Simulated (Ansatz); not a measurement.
## KTaSe3 (model cell, started as cubic perovskite with Ta in the octahedra): phonons and vibrational spectra

The cell of KTaSe3 (model cell, started as cubic perovskite with Ta in the octahedra) is at rest. What are its phonons? After the zone centre comes a 2×2×2 q mesh on a 8×8×8 k mesh.

Main program and level: Ansatz 0.2.0; DFT LDA, scalar-relativistic, plane waves, PAW; PAW set soft_1.

The structure was built from a prototype and need not be the compound's stable phase.

### Step 1. The starting structure

The structure is cubic, space group Pm-3m (No. 221). Conventional cell: a = 4.999 Å, b = 4.999 Å, c = 4.999 Å, α = 90.00°, β = 90.00°, γ = 90.00°. Nearest to K lie 12 Se at 3.53 Å. Ta has 6 Se at 2.50 Å nearest. Se has 2 Ta at 2.50 Å and 4 K at 3.53 Å nearest. Farther neighbours and most contacts between anions are not listed.

As a file:

```cif
data_structure
_symmetry_space_group_name_H-M 'Pm-3m'
_symmetry_Int_Tables_number 221
_cell_length_a 4.9989
_cell_length_b 4.9989
_cell_length_c 4.9989
_cell_angle_alpha 90.000
_cell_angle_beta 90.000
_cell_angle_gamma 90.000
_cell_volume 124.92
loop_
_atom_site_label
_atom_site_type_symbol
_atom_site_symmetry_multiplicity
_atom_site_Wyckoff_symbol
_atom_site_fract_x
_atom_site_fract_y
_atom_site_fract_z
_atom_site_occupancy
K1 K 1 a 0.00000 0.00000 0.00000 1
Ta1 Ta 1 b 0.50000 0.50000 0.50000 1
Se1 Se 3 c 0.50000 0.50000 0.00000 1
```

### Step 2. Linear response at the zone centre

The cell comes from relaxations at this level that are not shown. The zone centre comes first: it holds the modes that light can see, as far as symmetry allows. No field response is asked, since the mesh shows no gap.

Input file input.yaml:

```yaml
crystal:
  lattice:
    - [4.998906978, 0.0, 0.0]
    - [0.0, 4.998906978, 0.0]
    - [0.0, 0.0, 4.998906978]
  atoms:
    - { symbol: K, position: [0.0, 0.0, 0.0] }
    - { symbol: Ta, position: [0.5, 0.5, 0.5] }
    - { symbol: Se, position: [0.5, 0.5, 0.0] }
    - { symbol: Se, position: [0.5, 0.0, 0.5] }
    - { symbol: Se, position: [0.0, 0.5, 0.5] }
kpoints:
  mp_grid: { grid: [8, 8, 8] }
hamiltonian:
  xc: lda
  pseudopotentials: { kind: paw, azcp: { folder: soft_1 }, xc_functional: pbe }
scf:
  occupations: { method: methfessel_paxton, width: 0.2 }
output:
  eigenvalues: true
phonons:
  method: dfpt
```

Started as:

```bash
$ ansatz run input.yaml --threads 4 --pin off --max-ram 16384MiB --backend cpu --events-out ev --progress --plain --runs-dir out
```

Numbers of over 12 decimals in the logs are rounded to 6 here.

The program printed:

```text
zone centre: on kpoints.mp_grid the ground state, and the responses unless they are solved on pairs of k-points, stand on 125 of the mesh's 512 k-points, reduced under 8 symmetry operations, with k and −k counted as one. Each operation leaves every solved displacement unchanged or reverses it
Engine: ansatz 0.2.0, aarch64-unknown-linux-gnu
Pseudopotentials: kind: paw
Pseudopotential: K, paw, valence charge 9, recommended cutoff 420 eV (normal), soft_1/K.paw.azcp
Pseudopotential: Ta, paw, valence charge 13, recommended cutoff 420 eV (normal), soft_1/Ta.paw.azcp
Pseudopotential: Se, paw, valence charge 16, recommended cutoff 420 eV (normal), soft_1/Se.paw.azcp
Functional definition: SPW92
  exchange = slater_x
  correlation = pw_c
Crystal: 5 atoms, lattice volume = 124.918 Å³
Basis set: ecut = 420 eV, 2469 PW (Γ), exchange–correlation on 72×72×72 points (8 copies of the dense FFT grid, shifted against one another)
Bands: 42, of which v1, the nominal top of the filled ones, is band 35 counted from 1 (34 counted from 0)
Symmetry: 48 space group operations
k-points: 125 of 512 (irreducible under 8 space group operations)
Non-local potential: K, projectors of the file, l = 0: 3, l = 1: 2, l = 2: 2
Non-local potential: Ta, projectors of the file, l = 0: 3, l = 1: 2, l = 2: 2, l = 3: 1
Non-local potential: Se, projectors of the file, l = 0: 2, l = 1: 2, l = 2: 3, l = 3: 1
PAW form: soft (Blöchl's): semilocal exchange-correlation on the pseudo side does not see the compensation charge
PAW frozen core: K, regenerated for the run's functional, and the local potential with it (the file was generated under x = pbe(κ = 0.804, μ = 0.219515), c = pbe(β = 0.066725))
PAW frozen core: Ta, regenerated for the run's functional, and the local potential with it (the file was generated under x = pbe(κ = 0.804, μ = 0.219515), c = pbe(β = 0.066725))
PAW frozen core: Se, regenerated for the run's functional, and the local potential with it (the file was generated under x = pbe(κ = 0.804, μ = 0.219515), c = pbe(β = 0.066725))
PAW one-centre angular grid: K, 110 points (default); XC on 64 Gauss nodes
PAW one-centre angular grid: Ta, 590 points (default); XC on 64 Gauss nodes
PAW one-centre angular grid: Se, 590 points (default); XC on 64 Gauss nodes
Initial density: superposition of atomic densities (chi_scale 0.1, normalization cell, long waves kept (reshape's long-wave potential 0.00 eV rms))
Initial wavefunctions: pseudopotential atomic-orbital guess
Functional: x = slater, c = lda
SCF iter   1: F=—  HF=-27334.667809 eV  |F-HF|=—  |Δ(HF+E_count)|=         —  Δρ=4.68e-2  dr2=4.82e0  ethr=3.10e-3  ⟨swp⟩=7.6  Hψ=20026  notcnv=0
preconditioner: auto → Kerker (q_TF=auto, 2.477 Å⁻¹)  [metal: Δε(μ)=0.057 eV  Ē_g=10.276 eV  σ=0.200 eV  W_gap=0.24  n_scr=26 (ndim 8)  ℏωp=18.2 eV  f_vac=0.008  D(μ)=3.45/eV (n_scr^D=26)]
SCF iter   2: F=—  HF=-27333.747831 eV  |F-HF|=—  |Δ(HF+E_count)|=   9.20e-1  S|Δr|=    0.00e0  Δρ=2.40e-2  dr2=1.29e0  ethr=3.10e-3  ⟨swp⟩=2.1  Hψ=7817  notcnv=0  defer=210
SCF iter   3: F=—  HF=-27333.344701 eV  |F-HF|=—  |Δ(HF+E_count)|=   4.03e-1  S|Δr|=    0.00e0  Δρ=5.89e-3  dr2=9.96e-2  ethr=1.84e-3  ⟨swp⟩=2.4  Hψ=7763  notcnv=0  defer=210
SCF iter   4: F=—  HF=-27333.312585 eV  |F-HF|=—  |Δ(HF+E_count)|=   3.21e-2  S|Δr|=    0.00e0  Δρ=3.05e-3  dr2=3.68e-2  ethr=1.42e-4  ⟨swp⟩=2.0  Hψ=10169  notcnv=0  defer=211
SCF iter   5: F=—  HF=-27333.295162 eV  |F-HF|=—  |Δ(HF+E_count)|=   1.74e-2  S|Δr|=    0.00e0  Δρ=1.42e-3  dr2=5.37e-3  ethr=5.26e-5  ⟨swp⟩=2.3  Hψ=9087  notcnv=0  defer=211
SCF iter   6: F=—  HF=-27333.293291 eV  |F-HF|=—  |Δ(HF+E_count)|=   1.87e-3  S|Δr|=    0.00e0  Δρ=3.60e-4  dr2=2.85e-4  ethr=7.68e-6  ⟨swp⟩=2.0  Hψ=6830  notcnv=0  defer=211
SCF iter   7: F=—  HF=-27333.293276 eV  |F-HF|=—  |Δ(HF+E_count)|=   1.51e-5  S|Δr|=    0.00e0  Δρ=1.29e-4  dr2=3.78e-5  ethr=4.08e-7  ⟨swp⟩=2.0  Hψ=6774  notcnv=0  defer=211
SCF iter   8: F=—  HF=-27333.293275 eV  |F-HF|=—  |Δ(HF+E_count)|=   9.91e-7  S|Δr|=    0.00e0  Δρ=3.43e-5  dr2=2.86e-6  ethr=5.39e-8  ⟨swp⟩=2.0  Hψ=6018  notcnv=0  defer=211
SCF iter   9: F=—  HF=-27333.293275 eV  |F-HF|=—  |Δ(HF+E_count)|=   4.43e-7  S|Δr|=    0.00e0  Δρ=1.03e-5  dr2=2.51e-7  ethr=4.09e-9  ⟨swp⟩=2.0  Hψ=9262  notcnv=0  defer=211
SCF iter  10: F=—  HF=-27333.293275 eV  |F-HF|=—  |Δ(HF+E_count)|=   4.91e-8  S|Δr|=    0.00e0  Δρ=2.96e-6  dr2=1.16e-8  ethr=3.59e-10  ⟨swp⟩=2.2  Hψ=8218  notcnv=0  defer=211
SCF iter  11: F=—  HF=-27333.293275 eV  |F-HF|=—  |Δ(HF+E_count)|=   5.94e-9  S|Δr|=    0.00e0  Δρ=5.53e-7  dr2=4.42e-10  ethr=1.65e-11  ⟨swp⟩=2.0  Hψ=5773  notcnv=0  defer=211
SCF iter  12: F=—  HF=-27333.293275 eV  |F-HF|=—  |Δ(HF+E_count)|=  2.29e-10  S|Δr|=    0.00e0  Δρ=1.62e-7  dr2=3.47e-11  ethr=1.00e-12  ⟨swp⟩=2.2  Hψ=9201  notcnv=0  defer=211
SCF iter  13: F=-27333.293275 eV  HF=-27333.293275 eV  |F-HF|=1.46e-11  |Δ(HF+E_count)|=  3.64e-12  S|Δr|=    0.00e0  Δρ=3.33e-8  dr2=9.39e-13  ethr=1.00e-12  ⟨swp⟩=11.7  Hψ=28483  notcnv=0
SCF 1 converged in 13 iterations: F = -27333.293275 eV  dr2 = 9.39e-13
  greatest PAW one-centre occupation: 1.000 electrons in one spin orbital (limit 2), on the Se atom at site 4 (counted from 0), in its partial waves of l = 2
DFPT response loops at Γ: preconditioner auto → Kerker (q_TF=auto, 2.477 Å⁻¹) (partly filled bands, converged f_vac=0.042); β = 1.00, the filter's whole step (`scf.mixing.beta` (0.50) is not read by the response loops under this deck's `scf.mixing.preconditioner`; to damp them name `kerker` or `kerker_dos`, under which they read `scf.mixing.beta`, and type it under 1.00, their step now; both keys bind the ground state too); Broyden in place of MSR1
SCF converged after 13 iterations
Stability not checked: this state was not tested for a lower state beside it, because cold or Methfessel-Paxton smearing, or corrected tetrahedra, fill the levels in a way that the test cannot read (fill_not_monotonic; see scf.lower_state_search)
Free energy (F): -27333.293275 eV
Harris-Foulkes:  -27333.293275 eV  (|F-HF|=1.46e-11)
Internal energy: -27333.281853 eV  (E = F + TS)
E sigma→0 (E₀):  -27333.290420 eV
Entropy (-TS):   -0.011422 eV (-2.284 meV/atom)
Fermi energy:    8.278294 eV
Step filling:    the computed levels leave a gap of 0.0714 eV = 0.4 smearing widths at the electron count; against every level under it full and every level over it empty, smearing changes F+E_penalty+E_count by -2.560 meV and its σ→0 estimate by +0.295 meV
--- Per-component energies (eV) ---
  E_band       = -1468.784411
  E_kinetic    = 983.652234
  E_local      = -10023.614349  (includes V_loc(G=0)·N_el)
  E_nonlocal   = -1042.091052
  E_hartree    = 5002.893353
  E_xc         = -706.878236
  E_vxc        = -670.917186  (∫ρ·V_xc dr)
  E_paw        = -14938.060108  (= ΣΔE_a)
  E_vpaw       = -721.599687  (= ΣTr[D̂ρ^β])
  E_aug_tail   = -0.001027  (compensation charges beyond the density's cutoff)
  E_ewald      = -6616.351246
  E_core_change = 7.168577  (= ΣΔE_core)
  E_smearing   = -0.011422  (= −TS)
  E_closure    = 0.000000  (closes the sum)
  Σ components = -27333.293275   (vs F -27333.293275, Δ=0.00e0)
--- Band table (eV; the first three rows and the last of 125) ---
  k-point 0: bands = [... 31 lower, 6.9847, 7.4134, 7.4134, 7.4134, 7.7858, 7.7858, 7.7858, 9.8038, ... 3 higher]
  k-point 1: bands = [... 31 lower, 6.8767, 7.1222, 7.4227, 7.4874, 7.4874, 8.3395, 8.3395, 9.8178, ... 3 higher]
  k-point 2: bands = [... 31 lower, 6.2446, 6.6428, 7.4457, 7.4753, 7.4753, 9.2217, 9.2217, 9.8428, ... 3 higher]
  k-point 124: bands = [... 31 lower, 3.6641, 8.5047, 8.5047, 8.5047, 10.4980, 10.4980, 10.4980, 11.5624, ... 3 higher]
--- Phonons (Γ-DFPT): 4 representative perturbations + reference, on 125 of 512 k-points (Σ response iterations 13) ---
  k mesh reduced under 8 symmetry operations, with k and −k counted as one. Each operation leaves every solved displacement unchanged or reverses it
  ASR residual: 4.046e-5 → 0.000e0 eV/Å²; symmetrization residual: 5.599e-6 eV/Å²
  ASR residual per site (eV/Å²): 1.07e-5 1.04e-6 4.05e-5 4.05e-5 4.05e-5
  Γ frequencies (cm⁻¹): 0.00 0.00 0.00 45.85 45.85 45.85 61.21 61.21 61.21 80.42 80.42 80.42 230.71 230.71 230.71
  non-analytic LO–TO correction: not included (Born effective charges unavailable; polar crystals: no LO–TO splitting at Γ)
```

Wall time 1.7 min (4 threads of Arm Neoverse V1, shared host); peak memory 2.2 GiB; 6.5 min of CPU time.

Numbers from this step:

- volume per atom: 24.98 Å³
- gap on the k-mesh: 0 eV
- sum-rule residual before enforcement: 4.05e-5 eV/Å²
- point group: m-3m
- highest optical mode at the zone centre (no LO-TO term): 230.7 cm⁻¹
- lowest optical zone-centre mode: 45.85 cm⁻¹

Patterns of degenerate modes are one choice out of their space. Modes at Γ, with each element's share of the kinetic energy:

```csv
mode,frequency (cm⁻¹),symmetry,K %,Ta %,Se %
1,0.0,acoustic,9,40,52
2,0.0,acoustic,9,40,52
3,0.0,acoustic,9,40,52
4,45.9,T1u,22,48,30
5,45.9,T1u,22,48,30
6,45.9,T1u,22,48,30
7,61.2,T2u,0,0,100
8,61.2,T2u,0,0,100
9,61.2,T2u,0,0,100
10,80.4,T1u,69,3,27
11,80.4,T1u,69,3,27
12,80.4,T1u,69,3,27
13,230.7,T1u,0,9,91
14,230.7,T1u,0,9,91
15,230.7,T1u,0,9,91
```

Displacements in mode 5 (45.9 cm⁻¹), the largest set to 1:
```
K1   0.07 -1.00  0.91
Ta2 -0.05  0.69 -0.63
Se3  0.04 -0.58 -0.06
Se4  0.04  0.07  0.52
Se5  0.00 -0.58  0.52
```

Displacements in mode 11 (80.4 cm⁻¹), the largest set to 1:
```
K1   0.10  1.00 -0.39
Ta2  0.01  0.10 -0.04
Se3 -0.03 -0.30  0.04
Se4 -0.03 -0.11  0.12
Se5 -0.01 -0.30  0.12
```

Before it was imposed, the acoustic sum rule was missed by 4.0e-5 eV/Å². Small misses are needed for a sound result but don't prove that mesh and cutoff are converged. The lowest optical mode is real, 45.9 cm⁻¹.

(Continued in part 2 of 2.)

[Logs are printed without paths, hosts, clocks, repeated set-up lines and the standing remarks that a program may print on its own settings, such as how far it seeks lower states.]

[Hosts, paths, dates, database ids (printed as entryN), source tags and the programs' standing remarks are cut or masked in the printed files.]
